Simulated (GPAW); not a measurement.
# W2NOS MXene monolayer in an electric field

Wanted: the out-of-plane polarisability of W2NOS MXene monolayer.

Calculated with GPAW 26.7.0; GPAW, PAW setups; layer in a repeated cell with vacuum, relaxation of atoms and in-plane cell, in the first sound run; inputs show where later runs differ.

Most raw output is cut from this account.

## 1. Starting point

The cell holds 5 atoms: 1 S, 2 W, 1 N and 1 O. Cell: a = 3.054 Å, b = 3.054 Å, c = 21.367 Å, α = 90.0°, β = 90.0°, γ = 120.0°. Vacuum lies along c.

## 2. Relaxation

Forces are removed first; all later runs use this geometry.

run.py

```python
import json
import numpy as np
from ase import Atoms
from ase.filters import FrechetCellFilter
from ase.optimize import BFGS
from gpaw import GPAW, PW

slab = Atoms(
    ['S', 'W', 'N', 'W', 'O'],
    positions=[
        [-0.00000, 1.76317, 8.00000],
        [1.52695, 0.88159, 9.78361],
        [0.00000, 0.00000, 10.98860],
        [-0.00000, 1.76317, 12.19360],
        [1.52695, 0.88159, 13.36711]],
    cell=[[3.05391, 0.0, 0.0], [-1.52695, 2.64476, 0.0], [0.0, 0.0, 21.3671]],
    pbc=[True, True, True])

slab.calc = GPAW(mode=PW(600), xc='PBE', kpts={'size': (12, 12, 1), 'gamma': True},
                 occupations={'name': 'fermi-dirac', 'width': 0.05}, nbands='160%',
                 convergence={'density': 1e-05}, maxiter=200,
                 symmetry={'tolerance': 1e-3}, txt='slab.txt')
result = {}
# The in-plane cell is free; stress needs a cell that repeats along all three vectors
path = []
opt = BFGS(FrechetCellFilter(slab, mask=[1, 1, 0, 0, 0, 1]), maxstep=0.2)
opt.attach(lambda: path.append((slab.get_potential_energy(), slab.positions.tolist(), slab.get_forces().tolist())))
result['relaxed'] = bool(opt.run(fmax=0.02, steps=45))
result['path'] = path
result['cell'] = slab.cell.tolist()
print('in-plane lattice', slab.cell.cellpar().round(4)[[0, 1, 5]])
energy = slab.get_potential_energy()
fermi = slab.calc.get_fermi_level()
v = slab.calc.get_electrostatic_potential().mean((0, 1)) - fermi
n = slab.calc.get_pseudo_density().mean((0, 1))
L = slab.cell[2, 2]
z = np.arange(len(v)) * L / len(v)
low, high = slab.positions[:, 2].min(), slab.positions[:, 2].max()
below, above = np.interp([low - 5.8, high + 5.8], z, v)
slopes = [np.interp(x, z, np.gradient(v, z)) for x in (low - 5.8, high + 5.8)]
eps = np.array([[slab.calc.get_eigenvalues(k, s) for k in range(len(slab.calc.get_ibz_k_points()))]
                for s in range(slab.calc.get_number_of_spins())]) - fermi
top, bottom = eps[eps < 0].max(), eps[eps > 0].min()
dipole = slab.get_dipole_moment()[2]
print(f'energy {energy:.4f} eV, Fermi level {fermi:.4f} eV, dipole {dipole:.5f} e A')
print(f'potential 5.8 A off the faces, from the Fermi level: lower {below:.4f} eV, upper {above:.4f} eV')
print(f'slope of the potential there: lower {slopes[0]:.5f}, upper {slopes[1]:.5f} eV/A')
print(f'nearest levels on the mesh: {top:.4f} and {bottom:.4f} eV')
print('magnetic moment', round(slab.get_magnetic_moment(), 3))
result.update(energy=energy, fermi=fermi, dipole=dipole, below=below, above=above, slopes=slopes, edges=[top, bottom],
              z=z.tolist(), v=v.tolist(), n=n.tolist(), positions=slab.positions.tolist(),
              forces=slab.get_forces(apply_constraint=False).tolist(), moments=slab.get_magnetic_moments().tolist())
json.dump(result, open('result.json', 'w'))
```

Launch:

```
> OMP_NUM_THREADS=1 OPENBLAS_NUM_THREADS=1 python run.py
```

The job ended after 30 min (1 thread of Arm Neoverse V1, shared host; peak memory 0.53 GiB).

This step gave:

```
dipole along the normal                    : -0.07916 e·Å
levels nearest the Fermi level on the mesh : -0.05351, 0.007380 eV from the Fermi level
```

The electrostatic potential energy of an electron (without an applied field's), less the Fermi level, planar mean oscillates, so the rows of the table below give means over windows of 1.79 Å about each position, cut where the curve ends. Its maxima inside the range that stand out by 2 % of the span (Å: eV): 8.5: -6.67, 10.5: -4.95, 11.5: -8.27, 13.2: -9.97. Its minima: 7.8: -23.7, 9.5: -29.1, 11.0: -14.2, 12.4: -30.1, 13.5: -12.4.

The electrostatic potential energy of an electron (without an applied field's), less the Fermi level, planar mean by z; means over each step:

z (Å), electrostatic potential energy of an electron (without an applied field's), less the Fermi level, planar mean (eV) and a bar from the least value:
```
     0.90        5.5 #############################
     2.69        5.3 #############################
     4.47        5.1 #############################
     6.27        3.5 ###########################
     8.05      -13.0 #####
     9.84      -16.9 
    11.63      -16.3 #
    13.43      -10.5 ########
    15.21        5.8 ##############################
    17.00        5.9 ##############################
    18.79        5.8 ##############################
    20.59        5.6 ##############################
```

The pseudo valence density, planar mean oscillates, so the rows of the table below give means over windows of 0.5 Å about each position, cut where the curve ends. Its maxima inside the range that stand out by 2 % of the span (Å: e/Å³): 8.20: 0.590, 9.40: 1.74, 11.11: 0.785, 12.48: 1.73, 13.50: 1.02. Its minima: 8.55: 0.538, 10.43: 0.455, 11.62: 0.615, 13.16: 0.775.

Pseudo valence density, planar mean against z; means over each step:

```csv
z (Å),"pseudo valence density, planar mean (e/Å³)"
4.5,1.2e-4
5.0,5.7e-4
5.5,0.00272
6.0,0.0134
6.5,0.0650
7.0,0.249
7.5,0.453
8.0,0.533
8.5,0.560
9.0,0.899
9.5,1.61
10.0,0.798
10.5,0.518
11.0,0.745
11.5,0.675
12.0,1.07
12.5,1.54
13.0,0.882
13.5,0.941
14.0,0.541
14.5,0.100
15.0,0.0139
15.5,0.00207
16.0,3.4e-4
16.5,6.0e-5
```

The relaxation lowered the energy of the cell by 0.487 eV (energies extrapolated to zero smearing; the optimiser's log prints free energies). The largest force left on a free atom is 0.0081 eV/Å.

## 3. Plane waves, PBE

With the geometry fixed, the planar mean of the potential gives the vacuum level on each side.

This step: GPAW, PAW setups; slab in vacuum (GPAW 26.7.0).

The cell differs from the one that the last finished run ended in (c 21.367 → 21.804 Å).

Edit run.py of step 2 so:

```diff
@@ -3,4 +3,2 @@
 from ase import Atoms
-from ase.filters import FrechetCellFilter
-from ase.optimize import BFGS
 from gpaw import GPAW, PW
@@ -10,23 +8,16 @@
     positions=[
-        [-0.00000, 1.76317, 8.00000],
-        [1.52695, 0.88159, 9.78361],
-        [0.00000, 0.00000, 10.98860],
-        [-0.00000, 1.76317, 12.19360],
-        [1.52695, 0.88159, 13.36711]],
-    cell=[[3.05391, 0.0, 0.0], [-1.52695, 2.64476, 0.0], [0.0, 0.0, 21.3671]],
-    pbc=[True, True, True])
+        [0.00000, 1.68429, 8.00000],
+        [1.45864, 0.84215, 9.68443],
+        [-0.00000, -0.00000, 11.25166],
+        [0.00000, 1.68429, 12.60232],
+        [1.45864, 0.84215, 13.80437]],
+    cell=[[2.91728, 0.0, 0.0], [-1.45864, 2.52644, 0.0], [0.0, 0.0, 21.8044]],
+    pbc=[True, True, False])
 
-slab.calc = GPAW(mode=PW(600), xc='PBE', kpts={'size': (12, 12, 1), 'gamma': True},
+slab.calc = GPAW(mode=PW(500), xc='PBE', kpts={'size': (12, 12, 1), 'gamma': True},
                  occupations={'name': 'fermi-dirac', 'width': 0.05}, nbands='160%',
                  convergence={'density': 1e-05}, maxiter=200,
+                 poissonsolver={'dipolelayer': 'xy'},
                  symmetry={'tolerance': 1e-3}, txt='slab.txt')
 result = {}
-# The in-plane cell is free; stress needs a cell that repeats along all three vectors
-path = []
-opt = BFGS(FrechetCellFilter(slab, mask=[1, 1, 0, 0, 0, 1]), maxstep=0.2)
-opt.attach(lambda: path.append((slab.get_potential_energy(), slab.positions.tolist(), slab.get_forces().tolist())))
-result['relaxed'] = bool(opt.run(fmax=0.02, steps=45))
-result['path'] = path
-result['cell'] = slab.cell.tolist()
-print('in-plane lattice', slab.cell.cellpar().round(4)[[0, 1, 5]])
 energy = slab.get_potential_energy()
```

The job ended after 78 s (1 thread; peak memory 0.25 GiB).

Numbers from this step:

* dipole along the normal: -0.05161 e·Å
* levels nearest the Fermi level on the mesh: -0.05630, 0.007801 eV from the Fermi level
* upper work function: 6.185 eV
* lower work function: 4.926 eV

The electrostatic potential energy of an electron (without an applied field's), less the Fermi level, planar mean oscillates, so the rows of the table below give means over windows of 1 Å about each position, cut where the curve ends. Its maxima inside the range that stand out by 2 % of the span (Å: eV): 8.7: -6.65, 10.7: -4.97, 11.7: -8.28, 13.4: -9.98. Its minima: 8.0: -23.8, 9.7: -29.0, 11.3: -14.4, 12.6: -30.0, 13.7: -12.5.

Table of electrostatic potential energy of an electron (without an applied field's), less the Fermi level, planar mean by z; means over each step:

```csv
z (Å),"electrostatic potential energy of an electron (without an applied field's), less the Fermi level, planar mean (eV)"
0,5.16
1,4.93
2,4.93
3,4.93
4,4.92
5,4.92
6,4.75
7,1.14
8,-16.7
9,-13.0
10,-20.5
11,-9.23
12,-15.7
13,-20.2
14,-5.51
15,5.64
16,6.17
17,6.18
18,6.18
19,6.19
20,6.19
21,6.18
```

The pseudo valence density, planar mean oscillates, so the rows of the table below give means over windows of 1.27 Å about each position, cut where the curve ends. Its maxima inside the range that stand out by 2 % of the span (Å: e/Å³): 8.4: 0.590, 9.6: 1.77, 11.3: 0.779, 12.5: 1.75, 13.8: 1.03. Its minima: 8.7: 0.540, 10.5: 0.447, 11.8: 0.616, 13.3: 0.754.

Table of pseudo valence density, planar mean by z; means over each step:

z (Å), pseudo valence density, planar mean (e/Å³) and a bar:
```
     4.45       0.00 
     5.71       0.00 
     6.98       0.18 #####
     8.26       0.52 #############
     9.53       1.19 ##############################
    10.79       0.63 ################
    12.06       1.03 ##########################
    13.33       1.01 ##########################
    14.61       0.24 ######
    15.88       0.00 
    17.15       0.00
```

Force by atom:

```csv
atom,x (eV/Å),y (eV/Å),z (eV/Å),size
S1,0.0000,0.0000,0.0105,0.0105
W2,0.0000,0.0000,-0.0311,0.0311
N3,0.0000,0.0000,0.0104,0.0104
W4,0.0000,0.0000,0.0559,0.0559
O5,0.0000,0.0000,-0.0407,0.0407
```

The potential is flat to 0.001 eV/Å where it is read, so the vacuum is wide enough.

## 4. In a field

A uniform field along the normal polarises the slab; the atoms stay fixed, so this is the electronic response alone.

Edit run.py of step 3 so:

```diff
@@ -4,2 +4,3 @@
 from gpaw import GPAW, PW
+from gpaw.external import ConstantElectricField
 
@@ -20,2 +21,3 @@
                  poissonsolver={'dipolelayer': 'xy'},
+                 external=ConstantElectricField(-0.2, [0, 0, 1]),
                  symmetry={'tolerance': 1e-3}, txt='slab.txt')
```

Wall time 3.6 min (1 thread); peak memory 0.51 GiB.

This step gave:

* dipole along the normal: -0.1113 e·Å
* levels nearest the Fermi level on the mesh: -0.05521, 0.01347 eV from the Fermi level
* potential below the slab, the applied field's own ramp left out: 4.136 eV from the Fermi level
* potential above the slab, the applied field's own ramp left out: 6.870 eV from the Fermi level

The electrostatic potential energy of an electron (without an applied field's), less the Fermi level, planar mean oscillates, so the rows of the table below give means over windows of 1 Å about each position, cut where the curve ends. Its maxima inside the range that stand out by 2 % of the span (Å: eV): 8.7: -7.08, 10.7: -5.01, 11.7: -8.11, 13.4: -9.48, 20.7: 6.87. Its minima: 8.0: -24.3, 9.7: -29.3, 11.3: -14.3, 12.6: -29.6, 13.7: -11.9.

Electrostatic potential energy of an electron (without an applied field's), less the Fermi level, planar mean against z; means over each step:

z (Å), electrostatic potential energy of an electron (without an applied field's), less the Fermi level, planar mean (eV) and a bar from the least value:
```
        0        4.7 ############################
        1        4.1 ###########################
        2        4.1 ###########################
        3        4.1 ###########################
        4        4.1 ###########################
        5        4.1 ###########################
        6        4.0 ###########################
        7        0.4 #######################
        8      -17.3 ####
        9      -13.4 ########
       10      -20.7 
       11       -9.2 ############
       12      -15.5 ######
       13      -19.8 #
       14       -4.9 #################
       15        6.3 #############################
       16        6.9 ##############################
       17        6.9 ##############################
       18        6.9 ##############################
       19        6.9 ##############################
       20        6.9 ##############################
       21        6.8 ##############################
```

The dipole is now -0.111 e Å, against -0.052 in the run without a field.

## 5. In a field

Edit run.py of step 4 so:

```diff
@@ -21,3 +21,3 @@
                  poissonsolver={'dipolelayer': 'xy'},
-                 external=ConstantElectricField(-0.2, [0, 0, 1]),
+                 external=ConstantElectricField(-0.1, [0, 0, 1]),
                  symmetry={'tolerance': 1e-3}, txt='slab.txt')
```

It took 3.6 min on 1 thread; peak memory 0.51 GiB.

Numbers from this step:

```
dipole along the normal                                         : -0.08126 e·Å
levels nearest the Fermi level on the mesh                      : -0.05574, 0.01064 eV from the Fermi level
potential below the slab, the applied field's own ramp left out : 4.531 eV from the Fermi level
potential above the slab, the applied field's own ramp left out : 6.527 eV from the Fermi level
```

The electrostatic potential energy of an electron (without an applied field's), less the Fermi level, planar mean by z:

```csv
z (Å),"electrostatic potential energy of an electron (without an applied field's), less the Fermi level, planar mean (eV)"
0.0,5.53
0.5,4.53
1.0,4.53
1.5,4.53
2.0,4.53
2.5,4.53
3.0,4.53
3.5,4.53
4.0,4.53
4.5,4.53
5.0,4.52
5.5,4.50
6.0,4.42
6.5,3.99
7.0,1.95
7.5,-7.21
8.0,-24.0
8.5,-9.58
9.0,-10.2
9.5,-26.7
10.0,-22.6
10.5,-6.99
11.0,-8.82
11.5,-10.3
12.0,-13.0
12.5,-29.0
13.0,-20.0
13.5,-10.0
14.0,-6.65
14.5,4.41
15.0,6.21
15.5,6.47
16.0,6.52
16.5,6.52
17.0,6.53
17.5,6.53
18.0,6.53
18.5,6.53
19.0,6.53
19.5,6.53
20.0,6.53
20.5,6.53
21.0,6.53
21.5,6.32
```

The dipole is now -0.0813 e Å, against -0.052 in the run without a field.

## 6. Field on

Edit run.py of step 5 so:

```diff
@@ -21,3 +21,3 @@
                  poissonsolver={'dipolelayer': 'xy'},
-                 external=ConstantElectricField(-0.1, [0, 0, 1]),
+                 external=ConstantElectricField(-0.05, [0, 0, 1]),
                  symmetry={'tolerance': 1e-3}, txt='slab.txt')
```

Run time: 3.6 min. Hardware: 1 thread; peak memory 0.51 GiB.

## 7. Field on

Edit run.py of step 6 so:

```diff
@@ -21,3 +21,3 @@
                  poissonsolver={'dipolelayer': 'xy'},
-                 external=ConstantElectricField(-0.05, [0, 0, 1]),
+                 external=ConstantElectricField(0.05, [0, 0, 1]),
                  symmetry={'tolerance': 1e-3}, txt='slab.txt')
```

It took 3.8 min on 1 thread; peak memory 0.51 GiB.

## 8. In a field

Edit run.py of step 7 so:

```diff
@@ -21,3 +21,3 @@
                  poissonsolver={'dipolelayer': 'xy'},
-                 external=ConstantElectricField(0.05, [0, 0, 1]),
+                 external=ConstantElectricField(0.1, [0, 0, 1]),
                  symmetry={'tolerance': 1e-3}, txt='slab.txt')
```

The job ended after 3.8 min (1 thread; peak memory 0.51 GiB).

The electrostatic potential energy of an electron (without an applied field's), less the Fermi level, planar mean oscillates, so the rows of the table below give means over windows of 1 Å about each position, cut where the curve ends. Its maxima inside the range that stand out by 2 % of the span (Å: eV): 8.7: -6.44, 10.7: -4.95, 11.7: -8.36, 13.4: -10.2. Its minima: 8.0: -23.5, 9.7: -28.9, 11.3: -14.5, 12.6: -30.2, 13.7: -12.8.

Table of electrostatic potential energy of an electron (without an applied field's), less the Fermi level, planar mean by z; means over each step:

z (Å), electrostatic potential energy of an electron (without an applied field's), less the Fermi level, planar mean (eV) and a bar from the least value:
```
        0        5.4 ##############################
        1        5.3 #############################
        2        5.3 #############################
        3        5.3 #############################
        4        5.3 #############################
        5        5.3 #############################
        6        5.1 #############################
        7        1.5 #########################
        8      -16.5 #####
        9      -12.8 #########
       10      -20.4 
       11       -9.2 #############
       12      -15.8 #####
       13      -20.4 
       14       -5.8 #################
       15        5.3 #############################
       16        5.8 ##############################
       17        5.8 ##############################
       18        5.8 ##############################
       19        5.8 ##############################
       20        5.8 ##############################
       21        5.8 ##############################
```

The dipole is now -0.0212 e Å, against -0.052 in the run without a field.

## 9. In a field

Edit run.py of step 8 so:

```diff
@@ -21,3 +21,3 @@
                  poissonsolver={'dipolelayer': 'xy'},
-                 external=ConstantElectricField(0.1, [0, 0, 1]),
+                 external=ConstantElectricField(0.2, [0, 0, 1]),
                  symmetry={'tolerance': 1e-3}, txt='slab.txt')
```

Wall time 3.8 min (1 thread); peak memory 0.51 GiB.

(Part 1 of 2 ends here.)

[Logs are printed without paths, hosts, clocks, repeated set-up lines and the standing remarks that a program may print on its own settings, such as how far it seeks lower states.]

[Hosts, paths, dates, database ids (printed as entryN), source tags and the programs' standing remarks are cut or masked in the printed files.]
